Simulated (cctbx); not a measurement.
**What resolution and counting buy: MgSiPt**

Space group P2_13 (no. 198), a = 5.6570 Å, b = 5.6570 Å, c = 5.6570 Å, α = 90.00°, β = 90.00°, γ = 90.00°.

```csv
atom,mult.,x,y,z,Ueq (Å²)
Pt1,4,0.6567,0.3433,0.8433,0.0070
Si1,4,0.0985,0.9015,0.4015,0.0091
Mg1,4,0.3835,0.6165,0.1165,0.0123
```

The model is made up (kin elements in a known structure type, no relaxation), so it says nothing on whether the phase exists.

Five simulated data sets (cctbx; Mo Kα, λ = 0.71073 Å; 3 % proportional error) differ in resolution or exposure (noise floor 15 counts in the first three, 8 in the last two). Each is refined with the right model, isotropic at 1.1 Å and anisotropic otherwise. How do the figures of merit and the uncertainties move?

| d min (Å) | top counts | ⟨I/σ⟩ (unmerged, absences included) | unique | param. (scale apart) | Rint | R1 | GooF | largest s.u. xyz (fractional) | s.u. U of Mg1 (Å²) | largest error (Å) |
| --- | --- | --- | --- | --- | --- | --- | --- | --- | --- | --- |
| 1.1 | 5000 | 19.6 | 51 | 6 | 0.030 | 0.0056 | 0.85 | 0.00042 | 0.0011 | 0.0050 |
| 0.84 | 5000 | 17.1 | 113 | 9 | 0.034 | 0.0079 | 1.00 | 0.00033 | 0.0007 | 0.0018 |
| 0.6 | 5000 | 13.8 | 292 | 9 | 0.039 | 0.0098 | 0.96 | 0.00023 | 0.0004 | 0.0015 |
| 0.75 | 300 | 4.2 | 154 | 9 | 0.149 | 0.0292 | 0.95 | 0.00121 | 0.0025 | 0.0152 |
| 0.75 | 3000 | 14.8 | 154 | 9 | 0.040 | 0.0085 | 0.95 | 0.00031 | 0.0006 | 0.0042 |

The number of reflections grows roughly as 1/d³: 51, 113 and 292 here. R1 follows the noise rather than the truth: at 300 counts it is 0.0292, at 3000 counts 0.0085, while GooF is 0.95 and 0.95: the weights 1/σ² carry the noise. The s.u. of U (U11 where anisotropic) for Mg1 goes 0.0011, 0.0007, 0.0004 Å² with resolution and 0.0025, 0.0006 Å² with exposure.

Hardware for the 0.6 Å refinement: 0.36 s on 1 thread of Arm Neoverse V2 (shared host), peak memory 0.09 GiB.

[Logs are printed without paths, hosts, clocks, repeated set-up lines and the standing remarks that a program may print on its own settings, such as how far it seeks lower states.]
